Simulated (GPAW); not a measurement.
# Core-hole calculation of the Ni K edge in BaNi2P4 (I4/mmm), part 2 of 2

What does one-electron theory with a core hole give for the Ni K edge of BaNi2P4 (I4/mmm)?

GPAW 26.7.0; X-ray absorption from dipole matrix elements to empty bands, plane-wave PAW LDA.

So far. Step 2 (Ground state of the crystal): The mesh shows no gap, so the system is treated as a metal and the core electron is put at the Fermi level (neutral cell).

## 4. Spectrum with XCH, Ni atom 2

The holes are 5.4 Å apart. In GPAW the data set carries the hole's charge, so charge=0 means a charged cell and charge=-1 a neutral one. The excited electron is kept in the cell, where it fills the lowest empty states and screens the hole. After the field has converged, empty bands are computed with the density fixed and the dipole matrix elements are summed.

The absorber has 4 P at 2.21 Å (distorted tetrahedral, site symmetry -4m2).

Input file xas.py:

```python
import numpy as np
from ase import Atoms
from ase.parallel import parprint, paropen
from gpaw import GPAW, PW, FermiDirac, Mixer, MixerDif, setup_paths
from gpaw.test import gen
setup_paths.insert(0, '.')
gen('Ni', name='fch1s', xcname='LDA', corehole=(1, 0, 1), write_xml=True)
from gpaw.mpi import world
world.barrier()

atoms = Atoms('BaNi2P4',
    cell=[[-3.2656907, 3.2656907, 2.88242668],
     [3.2656907, -3.2656907, 2.88242668],
     [3.2656907, 3.2656907, -2.88242668]],
    scaled_positions=[[0, 0, 0],
     [0.75, 0.25, 0.5],
     [0.25, 0.75, 0.5],
     [0.25714661, 0.5, 0.75714661],
     [0.5, 0.25714661, 0.75714661],
     [0.5, 0.74285339, 0.24285339],
     [0.74285339, 0.5, 0.24285339]],
    magmoms=[0.0, 2.0, 2.0, 0.0, 0.0, 0.0, 0.0],
    pbc=True)
atoms.calc = calc = GPAW(legacy_gpaw=True, mode=PW(430, force_complex_dtype=True), xc='LDA', setups={1: 'fch1s'},
    kpts={'size': (6, 6, 6), 'gamma': True}, occupations=FermiDirac(0.1),
    charge=-1, mixer=MixerDif(0.05, 8, 50), maxiter=150,
    convergence={'density': 0.0001, 'eigenstates': 1e-6}, txt='scf.txt')
energy = atoms.get_potential_energy() + calc.get_reference_energy()
ef = calc.get_fermi_level()
out = dict(energy=energy, fermi=ef, forces=atoms.get_forces().tolist(), magmoms=atoms.get_magnetic_moments().tolist())
parprint(f'all-electron energy {energy:.4f} eV, Fermi level {ef:.4f} eV')
ev = np.array([[calc.get_eigenvalues(k, s) for k in range(len(calc.get_ibz_k_points()))] for s in range(calc.get_number_of_spins())])
out['homo'], out['lumo'], out['counts'] = ev[ev < ef].max(), ev[ev > ef].min(), sorted(set((ev < ef).sum((0, 2)).tolist()))
out['filled'] = (ev[:, 0] < ef).sum(1).tolist()

from ase.units import Ha
from gpaw.xas import dipole_matrix_elements
nb = int(calc.get_number_of_electrons() / 2) + 86
top, nb = nb, nb + 8 + nb // 12
nscf = calc.fixed_density(kpts={'size': (6, 6, 6), 'gamma': True}, nbands=nb,
    convergence={'bands': top, 'eigenstates': 5e-3}, maxiter=60, txt='nscf.txt')
cell = atoms.cell.array
ops = [cell.T @ U.T @ np.linalg.inv(cell.T) for U in nscf.wfs.kd.symmetry.op_scc]
E = np.arange(-6, 34, 0.1)
fwhm = np.interp(E, [4, 25], [1.44, 3.5])
Y, X, zero, highest = 0, 0, 1e9, 1e9
for spin in range(nscf.get_number_of_spins()):
    wfs = nscf.wfs
    mine = wfs.bd.get_slice()  # this rank's bands
    A = dipole_matrix_elements(wfs.setups[1])
    eps = np.zeros((wfs.kd.nibzkpts, nb))
    d = np.zeros((3, A.shape[1], wfs.kd.nibzkpts, nb), complex)
    for kpt in wfs.kpt_u:
        if kpt.s == spin and 1 in kpt.P_ani:
            eps[kpt.k, mine] = kpt.eps_n * Ha
            d[:, :, kpt.k, mine] = (kpt.weight * wfs.nspins / 2) ** 0.5 * np.inner(A, kpt.P_ani[1])
    world.sum(eps)
    world.sum(d)
    T = np.einsum('amkn,bmkn->abkn', d, d.conj()).real
    T = sum(np.einsum('ai,ijkn,bj->abkn', R, T, R) for R in ops) / len(ops)
    empty = eps > ef
    zero, highest = min(zero, eps[empty].min()), min(highest, eps[:, top - 1].min())
    lines = [(eps, T, empty)] if spin == 0 else lines + [(eps, T, empty)]
for eps, T, empty in lines:
    f = np.einsum('aakn->akn', T).reshape(3, -1)
    x = eps.ravel() - zero
    w = np.interp(x, E, fwhm) / 2.35482
    g = np.exp(-0.5 * ((E[:, None] - x) / w) ** 2) / (w * (2 * np.pi) ** 0.5)
    Y = Y + (f * empty.ravel()) @ g.T
    X = X + (f * ~empty.ravel()) @ g.T
out.update(E=E.round(2).tolist(), xas=Y.tolist(), xes=X.tolist(), zero=zero, valid=highest - zero, nk=len(eps), nb=nb)
for i in range(0, len(E), 10):
    parprint(f'{E[i]:7.2f}', *(f'{v:10.3e}' for v in Y[:, i]))
import json
with paropen('out.json', 'w') as f:
    json.dump(out, f)
```

On the command line:

```
$ OMP_NUM_THREADS=1 mpirun -n 4 gpaw python xas.py
```

Numbers of over 12 decimals in the logs are rounded to 6 here.

What it wrote:

```text
Input parameters:
  charge: -1
  convergence: {density: 0.0001,
                eigenstates: 1e-06}
  kpts: {gamma: True,
         size: (6, 6, 6)}
  maxiter: 150
  mixer: {backend: pulay,
          beta: 0.05,
          method: difference,
          nmaxold: 8,
          weight: 50}
  mode: {ecut: 430.0,
         force_complex_dtype: True,
         name: pw}
  occupations: {fixmagmom: False,
                name: fermi-dirac,
                width: 0.1}
  setups: {1: fch1s}

Initialize ...

[... PAW data sets ...]

Reference energy: -332443.000875  # eV

Spin-polarized calculation.
Initial magnetic moment: 4.000000

[... convergence settings ...]
Symmetries present (total): 8
  [... symmetry matrices ...]

216 k-points: 6 x 6 x 6 Monkhorst-Pack grid + [1/12,1/12,1/12]
30 k-points in the irreducible part of the Brillouin zone
       k-points in crystal coordinates                weights
   0:     0.00000000    0.00000000    0.00000000          1/216
   1:     0.16666667   -0.16666667    0.00000000          4/216
   2:     0.16666667   -0.16666667    0.16666667          4/216
   3:     0.16666667    0.00000000    0.00000000          8/216
   4:     0.16666667    0.16666667   -0.16666667          2/216
   5:     0.33333333   -0.33333333    0.00000000          4/216
   6:     0.33333333   -0.33333333    0.16666667          8/216
   7:     0.33333333   -0.33333333    0.33333333          4/216
   8:     0.33333333   -0.16666667    0.00000000         16/216
   9:     0.33333333   -0.16666667    0.16666667          8/216
          ...
  29:     0.50000000    0.50000000    0.50000000          1/216

Wave functions: Plane wave expansion
  Cutoff energy: 430.000 eV
  Number of coefficients (min, max): 2462, 2504
  Pulay-stress correction: 0.000000 eV/Ang^3 (de/decut=0.000000)
  Using FFTW library
  Wavefunction extrapolation:
    Improved wavefunction reuse through dual PAW basis

Occupation numbers: Fermi-Dirac:
  width: 0.1000  # eV

Eigensolver
   Davidson(niter=2)

Densities:
  Coarse grid: 27*27*27 grid
  Fine grid: 54*54*54 grid
  Total Charge: 0.000000

Density mixing:
  Method: difference
  Backend: pulay
  Linear mixing parameter: 0.05
  old densities: 8
  Width of damping distribution: 1.1
  Damping of long wavelength oscillations: 50

[... Hamiltonian set-up ...]
Number of atoms: 7
Number of atomic orbitals: 45
Number of bands in calculation: 45
Number of valence electrons: 63
Bands to converge: occupied

... initialized

Initializing position-dependent things.

Density initialized from atomic densities
Creating initial wave functions:
  45 bands from LCAO basis set

        P
         NiP

             P Ni
                P
       Ba

Atomic positions and initial magnetic moments

Positions:
   0 Ba     0.000000    0.000000    0.000000    ( 0.0000,  0.0000,  0.0000)
   1 Ni     0.000000    3.265691    1.441213    ( 0.0000,  0.0000,  2.0000)
   2 Ni     3.265691    0.000000    1.441213    ( 0.0000,  0.0000,  2.0000)
   3 P      3.265691    1.679523   -0.000000    ( 0.0000,  0.0000,  0.0000)
   4 P      1.679523    3.265691   -0.000000    ( 0.0000,  0.0000,  0.0000)
   5 P      1.586168    0.000000    2.882427    ( 0.0000,  0.0000,  0.0000)
   6 P     -0.000000    1.586168    2.882427    ( 0.0000,  0.0000,  0.0000)

Unit cell:
           periodic     x           y           z      points  spacing
  1. axis:    yes   -3.265691    3.265691    2.882427    27     0.1601
  2. axis:    yes    3.265691   -3.265691    2.882427    27     0.1601
  3. axis:    yes    3.265691    3.265691   -2.882427    27     0.1711

  Lengths:   5.444066   5.444066   5.444066
  Angles:  106.279908 106.279908 116.061762

Effective grid spacing dv^(1/3) = 0.1842

iter:   1  -102.398168                   +4.0248
iter:   2   -99.998111   -0.55  -1.13    +1.4187
iter:   3   -93.361972   -0.55  -1.18    +0.1170
iter:   4   -93.120687   -1.48  -1.40    +0.1130
iter:   5   -93.541606   -1.34  -1.41    +0.0444
iter:   6   -92.762757   -1.46  -1.65    -0.0087
iter:   7   -93.056942   -1.68  -1.77    -0.0062
iter:   8   -93.314081   -2.43  -1.85    -0.0034
iter:   9   -92.601534   -1.52  -1.92    -0.0037
iter:  10   -92.553193   -2.91  -2.60    -0.0038
iter:  11   -92.551401   -2.56  -2.59    -0.0036
iter:  12   -92.529806c  -3.13  -2.65    -0.0044
iter:  13   -92.535018c  -3.62  -2.99    -0.0047
iter:  14   -92.528541c  -3.49  -3.08    -0.0054
iter:  15   -92.528159c  -5.06  -3.62    -0.0051
iter:  16   -92.528165c  -5.60  -3.75    -0.0050
iter:  17   -92.528114c  -5.95  -3.78    -0.0050
iter:  18   -92.528123c  -5.92  -4.34c   -0.0050
iter:  19   -92.528112c  -6.76c -4.33c   -0.0050

Converged after 19 iterations.

Dipole moment: (-0.175731, 0.175731, 0.000000) |e|*Ang

Total magnetic moment: (0.000000, 0.000000, -0.005033)
Local magnetic moments:
   0 Ba ( 0.000000,  0.000000,  0.000196)
   1 Ni ( 0.000000,  0.000000, -0.009478)
   2 Ni ( 0.000000,  0.000000,  0.000192)
   3 P  ( 0.000000,  0.000000,  0.000630)
   4 P  ( 0.000000,  0.000000,  0.000630)
   5 P  ( 0.000000,  0.000000,  0.000630)
   6 P  ( 0.000000,  0.000000,  0.000630)

Energy contributions relative to reference atoms: (reference = -332443.000875)

Kinetic:        +92.455465
Potential:      -81.378708
External:        +0.000000
XC:            -103.220743
Entropy (-ST):   -0.049913
Local:           -0.359170
SIC:             +0.000000
--------------------------
Free energy:    -92.553068
Extrapolated:   -92.528112

Spin contamination: 0.088120 electrons
Showing only first 2 kpts
                      Up                     Down
 Kpt  Band  Eigenvalues  Occupancy  Eigenvalues  Occupancy
  0    29      6.72644    1.00000      6.72616    1.00000
  0    30      6.91110    1.00000      6.90028    1.00000
  0    31      7.28902    1.00000      7.28662    1.00000
  0    32      9.71224    0.00001      9.70621    0.00001

  1    29      6.83941    1.00000      6.83462    1.00000
  1    30      7.12174    1.00000      7.11323    1.00000
  1    31      7.50632    0.99996      7.50375    0.99997
  1    32      9.90471    0.00000      9.89972    0.00000

Fermi level: 8.53171

No gap
No difference between direct/indirect transitions

Forces in eV/Ang:
  0 Ba    0.00000    0.00000   -0.00000
  1 Ni    0.00000    0.00000    0.00000
  2 Ni    0.00000   -0.00000    0.00000
  3 P     0.00000    0.39923    0.63402
  4 P     0.39923    0.00000   -0.63402
  5 P    -0.39923    0.00000   -0.63402
  6 P     0.00000   -0.39923    0.63402
Scalar-relativistic atomic LDA calculation for Ni (Nickel, Z=28)
Core hole in 1s state (1s occupation: 1.0)
600 radial gridpoints.
|------------------------------------------------|
|------------------------------------------------|
[... the atom generator's iteration count ...]

Energy contributions:
-------------------------
Kinetic:    +1223.879998
XC:           -53.069850
Potential:  -2381.487479
-------------------------
Total:      -1210.677332

state      eigenvalue         ekin         rmax
-----------------------------------------------
1s^1.0 :  -313.251645   396.006150        0.035
2s^2.0 :   -38.906168    76.597504        0.200
2p^6.0 :   -34.441347    76.049442        0.159
3s^2.0 :    -4.869961    17.150216        0.620
3p^6.0 :    -3.433483    15.489639        0.618
3d^8.0 :    -0.952222    10.900287        0.583
4s^2.0 :    -0.570148     1.970813        1.987
4p^0.0 :    -0.336120     1.272665        2.418
-----------------------------------------------
(units: Bohr and Hartree)

Generating PAW setup
Kinetic energy of the core from tauc = 1048.795935
Cutoffs:
rc(s)=2.200
rc(p)=2.280
rc(d)=2.150
rc(vbar)=2.220
rc(comp)=2.180
rc(nct)=2.280

Kinetic energy of the core states: 1039.798244
Charge: 1.0
Core electrons: 11.0
Valence electrons: 16.0
Pseudo-core charge: 0.029719
Shape function alpha=2.104
Pseudo-electron charge 3.652668
state    eigenvalue         norm
--------------------------------
4s(2) :    -0.570148     1.118509
*s    :     0.429852
3p(6) :    -3.433483     0.035119
4p(0) :    -0.336120     1.018635
3d(8) :    -0.952222     0.146902
*d    :     0.047778
--------------------------------

Diagonalizing with gridspacing h=0.050

state   all-electron     PAW
-------------------------------
4s:      -0.570148    -0.570533
3p:      -3.433483    -3.434132
3d:      -0.952222    -0.952912
*f:                   -0.019534
-------------------------------
all-electron energy -332535.5290 eV, Fermi level 8.5317 eV
  -6.00  1.088e-29  1.088e-29  1.314e-29
  -5.00  2.965e-23  2.965e-23  3.408e-23
  -4.00  5.683e-18  5.683e-18  6.207e-18
  -3.00  7.721e-14  7.721e-14  8.041e-14
  -2.00  7.594e-11  7.594e-11  7.627e-11
  -1.00  5.788e-09  5.788e-09  5.740e-09
  -0.00  4.439e-08  4.439e-08  4.778e-08
[...]
31.00  3.642e-07  3.642e-07  4.234e-07
  32.00  3.679e-07  3.679e-07  3.866e-07
  33.00  3.761e-07  3.761e-07  3.612e-07
```

The job ended after 92 s (4 MPI ranks of Intel Xeon Platinum 8488C (Sapphire Rapids), shared host; peak memory 0.49 GiB).

The Ni K spectrum, Ni atom 2, excited-electron core hole (neutral cell) (energy from the lowest empty level; intensity scaled to a mean of 1 over the first 20 eV; polarised curves are means over the symmetry-equivalent atoms):

| E (eV) | isotropic | ε ⊥ c | ε ∥ c |
| --- | --- | --- | --- |
| -2.0 | 0.00 | 0.00 | 0.00 |
| -1.5 | 0.00 | 0.00 | 0.00 |
| -1.0 | 0.02 | 0.02 | 0.02 |
| -0.5 | 0.07 | 0.07 | 0.07 |
| 0.0 | 0.15 | 0.14 | 0.15 |
| 0.5 | 0.22 | 0.21 | 0.26 |
| 1.0 | 0.27 | 0.23 | 0.37 |
| 1.5 | 0.30 | 0.24 | 0.43 |
| 2.0 | 0.38 | 0.31 | 0.50 |
| 2.5 | 0.53 | 0.46 | 0.66 |
| 3.0 | 0.67 | 0.60 | 0.80 |
| 3.5 | 0.73 | 0.64 | 0.90 |
| 4.0 | 0.75 | 0.63 | 1.01 |
| 4.5 | 0.78 | 0.62 | 1.09 |
| 5.0 | 0.81 | 0.67 | 1.09 |
| 5.5 | 0.88 | 0.78 | 1.08 |
| 6.0 | 1.00 | 0.95 | 1.08 |
| 6.5 | 1.12 | 1.15 | 1.06 |
| 7.0 | 1.19 | 1.29 | 0.99 |
| 7.5 | 1.20 | 1.35 | 0.91 |
| 8.0 | 1.18 | 1.32 | 0.90 |
| 8.5 | 1.16 | 1.25 | 0.98 |
| 9.0 | 1.17 | 1.20 | 1.11 |
| 9.5 | 1.20 | 1.20 | 1.22 |
| 10.0 | 1.24 | 1.23 | 1.27 |
| 10.5 | 1.27 | 1.28 | 1.27 |
| 11.0 | 1.28 | 1.30 | 1.24 |
| 11.5 | 1.27 | 1.31 | 1.20 |
| 12.0 | 1.25 | 1.29 | 1.18 |
| 12.5 | 1.23 | 1.25 | 1.18 |
| 13.0 | 1.18 | 1.20 | 1.14 |
| 13.5 | 1.11 | 1.13 | 1.07 |
| 14.0 | 1.04 | 1.06 | 1.00 |
| 14.5 | 1.01 | 1.02 | 0.98 |
| 15.0 | 1.01 | 1.02 | 1.00 |
| 15.5 | 1.05 | 1.05 | 1.04 |
| 16.0 | 1.10 | 1.11 | 1.06 |
| 16.5 | 1.15 | 1.19 | 1.07 |
| 17.0 | 1.20 | 1.26 | 1.07 |
| 17.5 | 1.24 | 1.32 | 1.07 |
| 18.0 | 1.26 | 1.35 | 1.08 |
| 18.5 | 1.27 | 1.36 | 1.10 |
| 19.0 | 1.27 | 1.35 | 1.12 |
| 19.5 | 1.26 | 1.33 | 1.13 |
| 20.0 | 1.25 | 1.30 | 1.15 |
| 20.5 | 1.25 | 1.29 | 1.18 |
| 21.0 | 1.25 | 1.27 | 1.21 |
| 21.5 | 1.25 | 1.25 | 1.24 |
| 22.0 | 1.24 | 1.23 | 1.28 |
| 22.5 | 1.23 | 1.20 | 1.30 |
| 23.0 | 1.22 | 1.18 | 1.31 |
| 23.5 | 1.20 | 1.15 | 1.31 |
| 24.0 | 1.18 | 1.13 | 1.29 |
| 24.5 | 1.17 | 1.12 | 1.27 |
| 25.0 | 1.15 | 1.11 | 1.25 |
| 25.5 | 1.15 | 1.11 | 1.25 |
| 26.0 | 1.16 | 1.11 | 1.27 |
| 26.5 | 1.19 | 1.12 | 1.32 |
| 27.0 | 1.21 | 1.13 | 1.39 |
| 27.5 | 1.24 | 1.14 | 1.46 |
| 28.0 | 1.27 | 1.14 | 1.52 |
| 28.5 | 1.28 | 1.15 | 1.55 |
| 29.0 | 1.29 | 1.15 | 1.55 |
| 29.5 | 1.28 | 1.16 | 1.52 |
| 30.0 | 1.27 | 1.16 | 1.48 |
| 30.5 | 1.25 | 1.16 | 1.42 |
| 31.0 | 1.23 | 1.17 | 1.36 |
| 31.5 | 1.21 | 1.17 | 1.30 |
| 32.0 | 1.20 | 1.18 | 1.24 |

Main maxima below 30 eV (height): 7.4 eV (1.20), 10.9 eV (1.28), 18.6 eV (1.27) and 28.9 eV (1.29). A K edge sees empty p states, which here mix into the lowest empty bands, so that weight starts at the zero.

The total-energy difference is 8312.18 eV. The tabulated edge of the element is 8333 eV. The functional leaves an error in such absolute values: in the free atom LDA prices this hole 17.6 eV below PBE (computed apart), and PBE is itself good to a few eV.

## 5. Spectrum with FCH, Ni atom 2

The holes are 5.4 Å apart. In GPAW the data set carries the hole's charge, so charge=0 means a charged cell and charge=-1 a neutral one. The excited electron is left out and a uniform background balances the charge. After the field has converged, empty bands are computed with the density fixed and the dipole matrix elements are summed.

Changed against the first core-hole run: core hole to FCH.

Changes to xas.py since step 4:

```diff
@@ -25,3 +25,3 @@
     kpts={'size': (6, 6, 6), 'gamma': True}, occupations=FermiDirac(0.1),
-    charge=-1, mixer=MixerDif(0.05, 8, 50), maxiter=150,
+    charge=0, mixer=MixerDif(0.05, 8, 50), maxiter=150,
     convergence={'density': 0.0001, 'eigenstates': 1e-6}, txt='scf.txt')
```

What it wrote:

```text
Input parameters:
  convergence: {density: 0.0001,
                eigenstates: 1e-06}
  kpts: {gamma: True,
         size: (6, 6, 6)}
  maxiter: 150
  mixer: {backend: pulay,
          beta: 0.05,
          method: difference,
          nmaxold: 8,
          weight: 50}
  mode: {ecut: 430.0,
         force_complex_dtype: True,
         name: pw}
  occupations: {fixmagmom: False,
                name: fermi-dirac,
[...]
4s:      -0.570148    -0.570533
3p:      -3.433483    -3.434132
3d:      -0.952222    -0.952912
*f:                   -0.019534
-------------------------------
all-electron energy -332543.7096 eV, Fermi level 7.9264 eV
  -6.00  1.084e-29  1.084e-29  5.228e-30
  -5.00  3.136e-23  3.136e-23  1.715e-23
  -4.00  6.446e-18  6.446e-18  3.948e-18
  -3.00  9.509e-14  9.509e-14  6.445e-14
[...]
32.00  3.641e-07  3.641e-07  4.072e-07
  33.00  3.692e-07  3.692e-07  3.727e-07
[key lines of the parts left out:]
Converged after 25 iterations.
Dipole moment: (-0.135857, 0.135857, -0.000000) |e|*Ang
Free energy:   -100.754454
Fermi level: 7.92644
```

Run time: 1.8 min. Hardware: 4 MPI ranks; peak memory 0.49 GiB.

| E (eV) | first run | this run |
| --- | --- | --- |
| -2.0 | 0.00 | 0.00 |
| -1.0 | 0.02 | 0.03 |
| 0.0 | 0.15 | 0.21 |
| 1.0 | 0.27 | 0.30 |
| 2.0 | 0.38 | 0.30 |
| 3.0 | 0.67 | 0.51 |
| 4.0 | 0.75 | 0.76 |
| 5.0 | 0.81 | 0.79 |
| 6.0 | 1.00 | 0.90 |
| 7.0 | 1.19 | 1.11 |
| 8.0 | 1.18 | 1.22 |
| 9.0 | 1.17 | 1.19 |
| 10.0 | 1.24 | 1.23 |
| 11.0 | 1.28 | 1.31 |
| 12.0 | 1.25 | 1.32 |
| 13.0 | 1.18 | 1.27 |
| 14.0 | 1.04 | 1.16 |
| 15.0 | 1.01 | 1.04 |
| 16.0 | 1.10 | 1.07 |
| 17.0 | 1.20 | 1.17 |
| 18.0 | 1.26 | 1.25 |
| 19.0 | 1.27 | 1.30 |
| 20.0 | 1.25 | 1.30 |
| 21.0 | 1.25 | 1.29 |
| 22.0 | 1.24 | 1.29 |
| 23.0 | 1.22 | 1.27 |
| 24.0 | 1.18 | 1.24 |
| 25.0 | 1.15 | 1.20 |
| 26.0 | 1.16 | 1.18 |
| 27.0 | 1.21 | 1.21 |
| 28.0 | 1.27 | 1.27 |
| 29.0 | 1.29 | 1.31 |
| 30.0 | 1.27 | 1.31 |
| 31.0 | 1.23 | 1.28 |
| 32.0 | 1.20 | 1.24 |

The scaled spectrum changes by 5 % r.m.s. The highest intensity below 24 eV goes from 10.9 eV (1.28) to 11.5 eV (1.33).

The photon energy of the zero moves by -0.24 eV.

## 6. Summary of results

* absorber and edge: Ni K, atom 2 of the ground-state input (counted from 1)
* surroundings: 4 P at 2.21 Å (distorted tetrahedral, site symmetry -4m2)
* highest intensity below 24 eV: 10.9 eV above the zero, height 1.28
* photon energy of the zero (spin-polarised hole, raw): 8312.2 eV (LDA puts this hole about 18 eV below PBE, itself good to a few eV)

The Ni K edge of atom 2, with 4 P at 2.21 Å (distorted tetrahedral, site symmetry -4m2), has its highest intensity of the first 24 eV at 10.9 eV above the zero, near 8323 eV in photon energy (LDA puts this hole about 18 eV below PBE, itself good to a few eV), 1.3 times the mean level of the first 20 eV (Gaussian full width 1.44 eV up to 4 eV, rising linearly to 3.5 eV at 25 eV). Changing the core hole to FCH alters the shape by 5 % r.m.s., so the result is insensitive to this choice. At the Ni K edge of atom 2 polarisation matters most near 4.6 eV, where the curves differ by 0.5 on this scale. The hole lies in one spin channel, while the script sums the empty states of both and takes the lower zero; where the two channels are split, this blurs and shifts the curve. Quadrupole 1s→3d transitions, which feed the pre-edge, are not in the dipole spectrum. The starting moments shrank to 0.00 μB or less, so this is hardly a magnetic state. The holes are only 5.4 Å apart, so the shape is probably not converged with cell size; no larger cell was run here. Lifetime broadening is put in by hand, and intensities beyond about 20 eV depend on it and on the partial waves. The structure is a computed Materials Project entry and may be a hypothetical form.

[Banner, clock and machine lines of the logs are left out without a mark of their own.]

[Logs are printed without paths, hosts, clocks, repeated set-up lines and the standing remarks that a program may print on its own settings, such as how far it seeks lower states.]

[Hosts, paths, dates, database ids (printed as entryN), source tags and the programs' standing remarks are cut or masked in the printed files.]

[Lists of maxima count a maximum above −3 eV only where it reaches 4 % of the highest in the window and stands out from its surroundings by 2 % of it (1.5 % where it reaches 55 %); shoulders and weaker maxima are passed over, and of the rest the first, up to two pre-edge ones and the few strongest are named.]
